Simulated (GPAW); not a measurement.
# Settings that the conductance of methylbenzenedithiol between two Cu chains needs, part 3 of 4

Wanted: a convergence study of zero-bias transport through methylbenzenedithiol between two Cu chains, with run times.

GPAW 26.7.0; GPAW LCAO, PAW setups; Landauer transmission from Green's functions with principal layers (ASE), zero bias.

So far, conductance (G₀): step 2 (the reference run) 0.616; step 4 (k-points along the lead 24, n lead 2, period 4.6 Å) 0.610; step 7 (broadening 1.00e-6 eV) 0.618; step 8 (broadening 0.001 eV) 0.595; step 9 (broadening 0.01 eV) 0.429. Also open channels of the lead at the Fermi level (one spin): 1 in steps 2, 4, 7 and 8.

## (10) Varying the broadening: eta = 0.05

Input file run.py:

```python
import json
import numpy as np
from ase import Atoms
from ase.transport.calculators import TransportCalculator
from gpaw import GPAW, FermiDirac
from gpaw.lcao.tools import get_lcao_hamiltonian
from scipy.linalg import eigh

# The junction with lead layers at both ends, along the third cell vector
device = Atoms(
    ['Cu', 'Cu', 'Cu', 'Cu', 'Cu', 'S', 'C', 'H', 'H', 'C', 'C', 'C', 'C', 'H', 'H', 'C', 'C', 'H', 'H', 'S', 'Cu', 'Cu', 'Cu', 'Cu', 'Cu'],
    positions=[
        [7.90944, 5.32590, 1.15000],
        [7.90944, 5.32590, 3.45000],
        [7.90944, 5.32590, 5.75000],
        [7.90944, 5.32590, 8.05000],
        [7.90944, 5.32590, 10.35000],
        [9.24478, 4.30821, 11.93660],
        [9.20669, 4.25819, 13.71429],
        [7.04955, 4.21312, 13.86223],
        [11.35055, 4.25794, 13.89643],
        [7.99403, 4.21734, 14.40033],
        [10.40435, 4.23781, 14.43500],
        [7.98030, 4.17013, 15.79669],
        [10.40721, 4.19023, 15.84180],
        [12.56888, 4.20076, 15.86478],
        [7.02132, 4.13059, 16.30886],
        [9.17778, 4.16186, 16.52503],
        [11.72697, 4.16868, 16.56489],
        [11.82698, 3.25000, 17.15174],
        [11.81795, 5.03952, 17.22197],
        [9.07477, 4.09653, 18.30789],
        [7.90944, 5.32590, 19.87848],
        [7.90944, 5.32590, 22.17848],
        [7.90944, 5.32590, 24.47848],
        [7.90944, 5.32590, 26.77848],
        [7.90944, 5.32590, 29.07848]],
    cell=[[15.81888, 0.0, 0.0], [0.0, 10.65179, 0.0], [0.0, 0.0, 30.22848]],
    pbc=True)

# One principal layer of the lead: the first 3 atoms of the device
lead = Atoms(
    ['Cu', 'Cu', 'Cu'],
    positions=[
        [7.90944, 5.32590, 1.15000],
        [7.90944, 5.32590, 3.45000],
        [7.90944, 5.32590, 5.75000]],
    cell=[[15.81888, 0.0, 0.0], [0.0, 10.65179, 0.0], [0.0, 0.0, 6.9]],
    pbc=True)

settings = dict(mode='lcao', basis='dzp', xc='PBE', h=0.2,
                occupations=FermiDirac(0.1), maxiter=250,
                mixer=dict(beta=0.1, nmaxold=8, weight=100.0),
                convergence=dict(density=0.0001))
energies = np.arange(-2, 2 + 1e-9, 0.05)
eta = 0.05
n1, n2 = 1, 1
# k and -k transmit alike, so half of the mesh across the current serves
mesh = [(i, j) for i in range(n1) for j in range(n2) if (i, j) <= (-i % n1, -j % n2)]
weights = np.array([1 if (i, j) == (-i % n1, -j % n2) else 2 for i, j in mesh]) / (n1 * n2)


def ground_state(atoms, size, txt):
    atoms.calc = GPAW(kpts={'size': size, 'gamma': True}, symmetry={'tolerance': 1e-3}, txt=txt, **settings)
    atoms.get_potential_energy()
    return atoms.calc.get_fermi_level()


def blocks(atoms, fermi, points, nz, cells):
    """H - E_F S and S between cell 0 and the cells above it, at each point across the current."""
    kz = np.arange(nz) / nz
    calc = atoms.calc.fixed_density(kpts=[(*k, z) for k in points for z in kz], symmetry='off', txt=None)
    H, S = get_lcao_hamiltonian(calc)
    H = (H - fermi * S).reshape(len(H), len(points), nz, *S.shape[1:])
    S = S.reshape(H.shape[1:])
    phases = [np.exp(-2j * np.pi * kz * R) / nz for R in cells]
    return [(np.einsum('skzij,z->ksij', H, p), np.einsum('kzij,z->kij', S, p)) for p in phases]


def pair(a, b):
    return np.block([[a, b], [b.T.conj(), a]])


def count_channels(h, s, cells, nk=240):
    """Half the number of times that the lead's bands cross each energy, unfolded to its shortest repeat."""
    b = len(h) // cells
    bands = []
    for k in (np.arange(nk + 1) + 0.5) / nk:
        hk, sk = h[:b, :b].copy(), s[:b, :b].copy()
        for R in range(1, cells):
            phase, block = np.exp(2j * np.pi * k * R), slice(R * b, (R + 1) * b)
            hk += h[:b, block] * phase + (h[:b, block] * phase).T.conj()
            sk += s[:b, block] * phase + (s[:b, block] * phase).T.conj()
        bands.append(eigh(hk, sk, eigvals_only=True))
    below = np.array(bands)[:, :, None] < energies
    return (below[1:] != below[:-1]).sum((0, 1)) / 2


fermi_lead = ground_state(lead, (1, 1, 16), 'lead.txt')
fermi_device = ground_state(device, (1, 1, 3), 'device.txt')
T, channels, eigen, tail, misfit, shifts = [], [], [], 0.0, 0.0, []
for first in range(0, len(mesh), 177):
    points = [(i / n1, j / n2) for i, j in mesh[first:first + 177]]
    (H0k, S0k), (H1k, S1k), (H2k, _) = blocks(lead, fermi_lead, points, 5, range(3))
    [(Hk, Sk)] = blocks(device, fermi_device, points, 2, [0])
    tail = max(tail, abs(H2k).max())
    for H0, S0, H1, S1, H, S in zip(H0k, S0k, H1k, S1k, Hk, Sk):
        n = len(S0)
        # Shift the lead onto the potential of the device's first layer
        shift = ((H[:, 0, 0] - H0[:, 0, 0]) / S0[0, 0]).real.mean()
        shifts.append(shift)
        misfit = max(misfit, abs(H[:, :n, :n] - H0 - shift * S0).max())
        Tk, Ck, Ek = [], [], []
        for s in range(len(H)):
            t = s % len(H0)  # a lead without moments serves both spins
            h1, s1 = pair(H0[t] + shift * S0, H1[t] + shift * S1), pair(S0, S1)
            leads = dict(h1=h1, s1=s1, energies=energies, eta=eta, eta1=eta, eta2=eta)
            calc = TransportCalculator(h=H[s], s=S, eigenchannels=0, **leads)
            Tk.append(calc.get_transmission())
            Ck.append(count_channels(h1, s1, 6))
        T.append(Tk)
        channels.append(Ck)
        eigen.append(Ek)
T, channels = np.array(T), np.array(channels)
mean, open_channels = np.einsum('kse,k->se', T, weights), np.einsum('kse,k->se', channels, weights)

print(f'basis functions: device {len(S)}, principal layer {n}')
print(f'Fermi level: lead {fermi_lead:.4f} eV, device {fermi_device:.4f} eV; lead shifted by {np.mean(shifts):.4f} eV')
print(f'largest coupling past the next layer {tail:.2e} eV, largest misfit of the first layer {misfit:.3f} eV')
print('  E-E_F (eV)   ' + 'T (one spin)  channels')
for e, t, c in zip(energies, mean.T, open_channels.T):
    print(f'{e:10.3f}  ', *[f'{x:11.4e}' for x in t], *[f'{x:9.4f}' for x in c])

kT = 8.617333e-5 * 200
fine = np.linspace(energies[0], energies[-1], 4001)
both = np.exp(np.interp(fine, energies, np.log(np.maximum(mean.sum(0) * 2 / len(mean), 1e-30))))
fermi = lambda mu: 1 / (1 + np.exp(np.clip((fine - mu) / kT, -200, 200)))
slope = fermi(0) * (1 - fermi(0)) / kT
G = np.trapezoid(both * slope, fine) / 2
seebeck = -np.trapezoid(both * slope * fine, fine) / (2 * G * 200) * 1e6
print(f'conductance at 200 K: {G:.5g} G0 a cell; thermopower {seebeck:.4g} uV/K')
bias = [0.1, 0.2, 0.5, 1.0, 1.5, 2.0]
current = [38.74 * np.trapezoid(both * (fermi(V / 2) - fermi(-V / 2)), fine) for V in bias]
for V, I in zip(bias, current):
    print(f'current from the zero-bias T(E) at {V} V: {I:.5g} uA')
zero = abs(energies).argmin()
json.dump(dict(energies=energies.tolist(), T=mean.tolist(), channels=open_channels.tolist(), G=G, seebeck=seebeck,
               bias=bias, current=current, tail=tail, misfit=misfit, shift=np.mean(shifts), n_device=len(S), n_lead=n,
               fermi=[fermi_lead, fermi_device], energy=device.get_potential_energy(),
               moments=device.get_magnetic_moments().tolist(), mesh=mesh, weights=weights.tolist(),
               T_k=T[:, :, zero].tolist(), eigen=np.array(eigen[0]).tolist()), open('result.json', 'w'))
```

On the command line:

```sh
$ OMP_NUM_THREADS=1 OPENBLAS_NUM_THREADS=2 python run.py
```

The log of the run:

```text
basis functions: device 297, principal layer 45
Fermi level: lead -4.0915 eV, device -4.0238 eV; lead shifted by -0.0140 eV
largest coupling past the next layer 4.59e-05 eV, largest misfit of the first layer 0.035 eV
  E-E_F (eV)   T (one spin)  channels
    -2.000    1.0456e-01    1.0000
    -1.950    1.1878e-01    1.0000
    -1.900    1.0791e-01    1.0000
[...]
1.950    2.6543e-03    1.0000
     2.000    2.7321e-03    1.0000
conductance at 200 K: 0.12314 G0 a cell; thermopower 0.2462 uV/K
current from the zero-bias T(E) at 0.1 V: 0.9103 uA
current from the zero-bias T(E) at 0.2 V: 1.6186 uA
current from the zero-bias T(E) at 0.5 V: 2.7727 uA
current from the zero-bias T(E) at 1.0 V: 4.4801 uA
current from the zero-bias T(E) at 1.5 V: 6.921 uA
current from the zero-bias T(E) at 2.0 V: 8.9846 uA
```

It took 2.1 min on 2 threads of Intel Xeon 6975P-C (Granite Rapids), shared host; peak memory 1.7 GiB.

The conductance, 0.123 G₀, lies 80 % below that of the base run.

## (11) Convergence in the broadening

The runs and the base run on one axis.

This step: convergence of the conductance (GPAW 26.7.0).

The conductance by log10 of the broadening in eV:

| log10 of the broadening in eV | conductance (G₀) |
| --- | --- |
| -6.00 | 0.618 |
| -4.00 | 0.616 |
| -3.00 | 0.595 |
| -2.00 | 0.429 |
| -1.30 | 0.123 |

## (12) Smearing: width = 0.01

Smearing helps the SCF of a metal converge, but it blurs occupations at band edges near the Fermi level.

This step: GPAW LCAO, PAW setups; Landauer transmission from Green's functions with principal layers (ASE), zero bias (GPAW 26.7.0).

run.py: that of step 10 with these lines changed.

```diff
@@ -51,3 +51,3 @@
 settings = dict(mode='lcao', basis='dzp', xc='PBE', h=0.2,
-                occupations=FermiDirac(0.1), maxiter=250,
+                occupations=FermiDirac(0.01), maxiter=250,
                 mixer=dict(beta=0.1, nmaxold=8, weight=100.0),
@@ -55,3 +55,3 @@
 energies = np.arange(-2, 2 + 1e-9, 0.05)
-eta = 0.05
+eta = 0.0001
 n1, n2 = 1, 1
```

The log of the run:

```text
basis functions: device 297, principal layer 45
Fermi level: lead -4.1176 eV, device -4.0664 eV; lead shifted by 0.0197 eV
largest coupling past the next layer 4.62e-05 eV, largest misfit of the first layer 0.048 eV
  E-E_F (eV)   T (one spin)  [channel counts left out]
    -2.000    3.9194e-01
    -1.950    5.6117e-01
    -1.900    7.2636e-01
    -1.850    8.2178e-01
    -1.800    6.9956e-01
    -1.750    3.2861e-01
    -1.700    1.6112e-01
    -1.650    5.5882e-02
    -1.600    2.2543e-03
    -1.550    2.6995e-01
    -1.500    3.8139e-01
    -1.450    5.3038e-01
    -1.400    7.2182e-01
    -1.350    8.6918e-01
    -1.300    9.1072e-01
    -1.250    8.6187e-01
[...]
1.650    3.2115e-03
     1.700    3.2344e-03
     1.750    3.2709e-03
     1.800    3.3211e-03
     1.850    3.3853e-03
     1.900    3.4641e-03
     1.950    3.5583e-03
     2.000    3.6688e-03
conductance at 200 K: 0.73837 G0 a cell; thermopower 24.59 uV/K
current from the zero-bias T(E) at 0.1 V: 5.3717 uA
current from the zero-bias T(E) at 0.2 V: 9.478 uA
current from the zero-bias T(E) at 0.5 V: 16.272 uA
current from the zero-bias T(E) at 1.0 V: 25.918 uA
current from the zero-bias T(E) at 1.5 V: 40.037 uA
current from the zero-bias T(E) at 2.0 V: 52.357 uA
```

It took 2.6 min on 2 threads; peak memory 1.7 GiB.

Numbers from this step:

```yaml
conductance: 0.7384 G₀
largest_coupling_past_the_next_principal_layer: 4.62e-5 eV
largest_misfit_of_the_first_principal_layer: 0.04789 eV
shift_that_aligns_the_lead: 0.01966 eV
transmission_at_the_fermi_level_one_spin: 0.8641
```

One spin. Table of transmission, zone mean by energy, zero at the Fermi level:

| energy (eV) | transmission, zone mean |
| --- | --- |
| -2.00 | 0.392 |
| -1.90 | 0.726 |
| -1.85 | 0.822 |
| -1.80 | 0.700 |
| -1.70 | 0.161 |
| -1.55 | 0.270 |
| -1.45 | 0.530 |
| -1.35 | 0.869 |
| -1.30 | 0.911 |
| -1.25 | 0.862 |
| -1.15 | 0.533 |
| -1.05 | 0.854 |
| -1.00 | 0.880 |
| -0.90 | 0.666 |
| -0.80 | 0.469 |
| -0.70 | 0.564 |
| -0.60 | 0.936 |
| -0.50 | 0.617 |
| -0.40 | 0.505 |
| -0.25 | 0.320 |
| -0.15 | 0.521 |
| -0.05 | 0.821 |
| 0.00 | 0.864 |
| 0.05 | 0.425 |
| 0.15 | 0.112 |
| 0.25 | 0.0488 |
| 0.40 | 0.0214 |
| 0.50 | 0.0144 |
| 0.60 | 0.0104 |
| 0.70 | 0.00797 |
| 0.80 | 0.00640 |
| 0.90 | 0.00532 |
| 1.05 | 0.00431 |
| 1.15 | 0.00388 |
| 1.25 | 0.00358 |
| 1.35 | 0.00338 |
| 1.45 | 0.00326 |
| 1.55 | 0.00321 |
| 1.70 | 0.00323 |
| 1.80 | 0.00332 |
| 1.90 | 0.00346 |
| 2.00 | 0.00367 |

Not self-consistent under bias; the bias window is split evenly. Current through one cell, from the zero-bias transmission against bias:

| bias (V) | current through one cell, from the zero-bias transmission (μA) |
| --- | --- |
| 0.100 | 5.37 |
| 0.200 | 9.48 |
| 0.500 | 16.3 |
| 1.000 | 25.9 |
| 1.500 | 40.0 |
| 2.000 | 52.4 |

The conductance, 0.738 G₀, lies 20 % above that of the base run.

## (13) Smearing: width = 0.03

run.py: that of step 12 with these lines changed.

```diff
@@ -51,3 +51,3 @@
 settings = dict(mode='lcao', basis='dzp', xc='PBE', h=0.2,
-                occupations=FermiDirac(0.01), maxiter=250,
+                occupations=FermiDirac(0.03), maxiter=250,
                 mixer=dict(beta=0.1, nmaxold=8, weight=100.0),
```

The log of the run:

```text
basis functions: device 297, principal layer 45
Fermi level: lead -4.1134 eV, device -4.0690 eV; lead shifted by 0.0157 eV
largest coupling past the next layer 4.61e-05 eV, largest misfit of the first layer 0.045 eV
  E-E_F (eV)   T (one spin)  channels
    -2.000    3.4911e-01    1.0000
    -1.950    5.0812e-01    1.0000
    -1.900    6.7449e-01    1.0000
    -1.850    7.8666e-01    1.0000
    -1.800    7.1200e-01    1.0000
    -1.750    3.4369e-01    1.0000
    -1.700    6.3032e-02    1.0000
    -1.650    4.9198e-02    1.0000
    -1.600    3.4823e-01    3.0000
    -1.550    4.3736e-01    3.0000
    -1.500    4.2681e-01    3.0000
    -1.450    5.2200e-01    3.0000
    -1.400    6.8722e-01    3.0000
    -1.350    8.3531e-01    3.0000
    -1.300    8.8916e-01    3.0000
    -1.250    8.5257e-01    3.0000
[...]
1.650    3.2320e-03    1.0000
     1.700    3.2507e-03    1.0000
     1.750    3.2831e-03    1.0000
     1.800    3.3290e-03    1.0000
     1.850    3.3889e-03    1.0000
     1.900    3.4632e-03    1.0000
     1.950    3.5525e-03    1.0000
     2.000    3.6577e-03    1.0000
conductance at 200 K: 0.67405 G0 a cell; thermopower 13.99 uV/K
current from the zero-bias T(E) at 0.1 V: 4.9915 uA
current from the zero-bias T(E) at 0.2 V: 9.0137 uA
current from the zero-bias T(E) at 0.5 V: 15.989 uA
current from the zero-bias T(E) at 1.0 V: 24.519 uA
current from the zero-bias T(E) at 1.5 V: 38.471 uA
current from the zero-bias T(E) at 2.0 V: 51.267 uA
```

It took 2.5 min on 2 threads; peak memory 1.7 GiB.

This step gave:

| Item | Value |
| --- | --- |
| conductance | 0.6741 G₀ |
| largest coupling past the next principal layer | 4.61e-5 eV |
| largest misfit of the first principal layer | 0.04549 eV |
| shift that aligns the lead | 0.01566 eV |
| transmission at the Fermi level (one spin) | 0.7426 |
| open channels of the lead at the Fermi level (one spin) | 3 |

One spin. The transmission, zone mean by energy, zero at the Fermi level:

| energy (eV) | transmission, zone mean |
| --- | --- |
| -2.00 | 0.349 |
| -1.85 | 0.787 |
| -1.70 | 0.0630 |
| -1.60 | 0.348 |
| -1.45 | 0.522 |
| -1.30 | 0.889 |
| -1.15 | 0.538 |
| -1.05 | 0.819 |
| -1.00 | 0.890 |
| -0.90 | 0.719 |
| -0.75 | 0.447 |
| -0.60 | 0.909 |
| -0.50 | 0.669 |
| -0.35 | 0.219 |
| -0.20 | 0.409 |
| -0.05 | 0.699 |
| 0.00 | 0.743 |
| 0.05 | 0.520 |
| 0.20 | 0.0817 |
| 0.35 | 0.0298 |
| 0.50 | 0.0154 |
| 0.60 | 0.0110 |
| 0.75 | 0.00742 |
| 0.90 | 0.00551 |
| 1.05 | 0.00442 |
| 1.15 | 0.00397 |
| 1.30 | 0.00353 |
| 1.45 | 0.00330 |
| 1.60 | 0.00323 |
| 1.70 | 0.00325 |
| 1.85 | 0.00339 |
| 2.00 | 0.00366 |

Crossings of the lead's bands, unfolded to its shortest repeat. The open channels, zone mean by energy, zero at the Fermi level:

| energy (eV) | open channels, zone mean |
| --- | --- |
| -2.00 | 1 |
| -1.85 | 1 |
| -1.70 | 1 |
| -1.60 | 3 |
| -1.45 | 3 |
| -1.30 | 3 |
| -1.15 | 4 |
| -1.05 | 4 |
| -0.90 | 4 |
| -0.75 | 4 |
| -0.60 | 6 |
| -0.50 | 6 |
| -0.35 | 4 |
| -0.20 | 4 |
| -0.05 | 3 |
| 0.00 | 3 |
| 0.05 | 1 |
| 0.20 | 1 |
| 0.35 | 1 |
| 0.50 | 1 |
| 0.60 | 1 |
| 0.75 | 1 |
| 0.90 | 1 |
| 1.05 | 1 |
| 1.15 | 1 |
| 1.30 | 1 |
| 1.45 | 1 |
| 1.60 | 1 |
| 1.70 | 1 |
| 1.85 | 1 |
| 2.00 | 1 |

Not self-consistent under bias; the bias window is split evenly. Current through one cell, from the zero-bias transmission against bias:

| bias (V) | current through one cell, from the zero-bias transmission (μA) |
| --- | --- |
| 0.100 | 4.99 |
| 0.200 | 9.01 |
| 0.500 | 16.0 |
| 1.000 | 24.5 |
| 1.500 | 38.5 |
| 2.000 | 51.3 |

The conductance, 0.674 G₀, lies 10 % above that of the base run.

## (14) Varying the smearing: width = 0.2

run.py: that of step 13 with these lines changed.

```diff
@@ -51,3 +51,3 @@
 settings = dict(mode='lcao', basis='dzp', xc='PBE', h=0.2,
-                occupations=FermiDirac(0.03), maxiter=250,
+                occupations=FermiDirac(0.2), maxiter=250,
                 mixer=dict(beta=0.1, nmaxold=8, weight=100.0),
```

The log of the run:

```text
basis functions: device 297, principal layer 45
Fermi level: lead -3.9857 eV, device -3.9486 eV; lead shifted by 0.0026 eV
largest coupling past the next layer 4.56e-05 eV, largest misfit of the first layer 0.037 eV
  E-E_F (eV)   T (one spin)  channels
    -2.000    6.3996e-01    1.0000
    -1.950    9.5071e-01    3.0000
    -1.900    1.0234e+00    3.0000
[...]
1.950    3.7219e-03    1.0000
     2.000    3.8246e-03    1.0000
conductance at 200 K: 0.33283 G0 a cell; thermopower 57.05 uV/K
current from the zero-bias T(E) at 0.1 V: 2.6894 uA
current from the zero-bias T(E) at 0.2 V: 5.6461 uA
current from the zero-bias T(E) at 0.5 V: 10.334 uA
current from the zero-bias T(E) at 1.0 V: 13.955 uA
current from the zero-bias T(E) at 1.5 V: 29.716 uA
current from the zero-bias T(E) at 2.0 V: 43.713 uA
```

Elapsed: 2 min, on 2 threads; peak memory 1.7 GiB.

One spin. The transmission, zone mean by energy, zero at the Fermi level:

| energy (eV) | transmission, zone mean |
| --- | --- |
| -2.00 | 0.640 |
| -1.90 | 1.02 |
| -1.80 | 0.914 |
| -1.70 | 0.985 |
| -1.55 | 0.964 |
| -1.45 | 0.883 |
| -1.35 | 0.568 |
| -1.25 | 0.514 |
| -1.15 | 0.696 |
| -1.05 | 0.789 |
| -0.90 | 0.719 |
| -0.80 | 0.670 |
| -0.70 | 0.868 |
| -0.65 | 0.948 |
| -0.60 | 0.907 |
| -0.50 | 0.522 |
| -0.40 | 0.1000 |
| -0.25 | 0.0995 |
| -0.15 | 0.421 |
| -0.10 | 0.769 |
| -0.05 | 0.607 |
| 0.00 | 0.308 |
| 0.05 | 0.166 |
| 0.15 | 0.0679 |
| 0.25 | 0.0364 |
| 0.40 | 0.0187 |
| 0.50 | 0.0134 |
| 0.60 | 0.0102 |
| 0.70 | 0.00805 |
| 0.80 | 0.00664 |
| 0.90 | 0.00564 |
| 1.05 | 0.00465 |
| 1.15 | 0.00421 |
| 1.25 | 0.00390 |
| 1.35 | 0.00368 |
| 1.45 | 0.00354 |
| 1.55 | 0.00346 |
| 1.70 | 0.00345 |
| 1.80 | 0.00351 |
| 1.90 | 0.00364 |
| 2.00 | 0.00382 |

The conductance, 0.333 G₀, lies 46 % below that of the base run.

## (15) Varying the smearing: width = 0.4

run.py: that of step 14 with these lines changed.

```diff
@@ -51,3 +51,3 @@
 settings = dict(mode='lcao', basis='dzp', xc='PBE', h=0.2,
-                occupations=FermiDirac(0.2), maxiter=250,
+                occupations=FermiDirac(0.4), maxiter=250,
                 mixer=dict(beta=0.1, nmaxold=8, weight=100.0),
```

The log of the run:

```text
basis functions: device 297, principal layer 45
Fermi level: lead -3.7217 eV, device -3.7056 eV; lead shifted by 0.0106 eV
largest coupling past the next layer 4.49e-05 eV, largest misfit of the first layer 0.027 eV
  E-E_F (eV)   T (one spin)  [channel counts left out]
    -2.000    9.5108e-01
    -1.950    7.4372e-01
    -1.900    9.8096e-01
[...]
1.950    4.3611e-03
     2.000    4.5457e-03
conductance at 200 K: 0.044377 G0 a cell; thermopower 27.69 uV/K
current from the zero-bias T(E) at 0.1 V: 0.3508 uA
current from the zero-bias T(E) at 0.2 V: 0.74699 uA
current from the zero-bias T(E) at 0.5 V: 3.2436 uA
current from the zero-bias T(E) at 1.0 V: 11.774 uA
current from the zero-bias T(E) at 1.5 V: 12.762 uA
current from the zero-bias T(E) at 2.0 V: 17.622 uA
```

The job ended after 1.8 min (2 threads; peak memory 1.7 GiB).

The conductance, 0.0444 G₀, lies a factor of 14 below that of the base run.

## (16) Convergence in the smearing

The runs and the base run on one axis.

This step: convergence of the conductance (GPAW 26.7.0).

Table of conductance by smearing:

| smearing (eV) | conductance (G₀) |
| --- | --- |
| 0.010 | 0.738 |
| 0.030 | 0.674 |
| 0.100 | 0.616 |
| 0.200 | 0.333 |
| 0.400 | 0.0444 |

(Part 3 of 4 ends here.)

[Logs are printed without paths, hosts, clocks, repeated set-up lines and the standing remarks that a program may print on its own settings, such as how far it seeks lower states.]

[Hosts, paths, dates, database ids (printed as entryN), source tags and the programs' standing remarks are cut or masked in the printed files.]
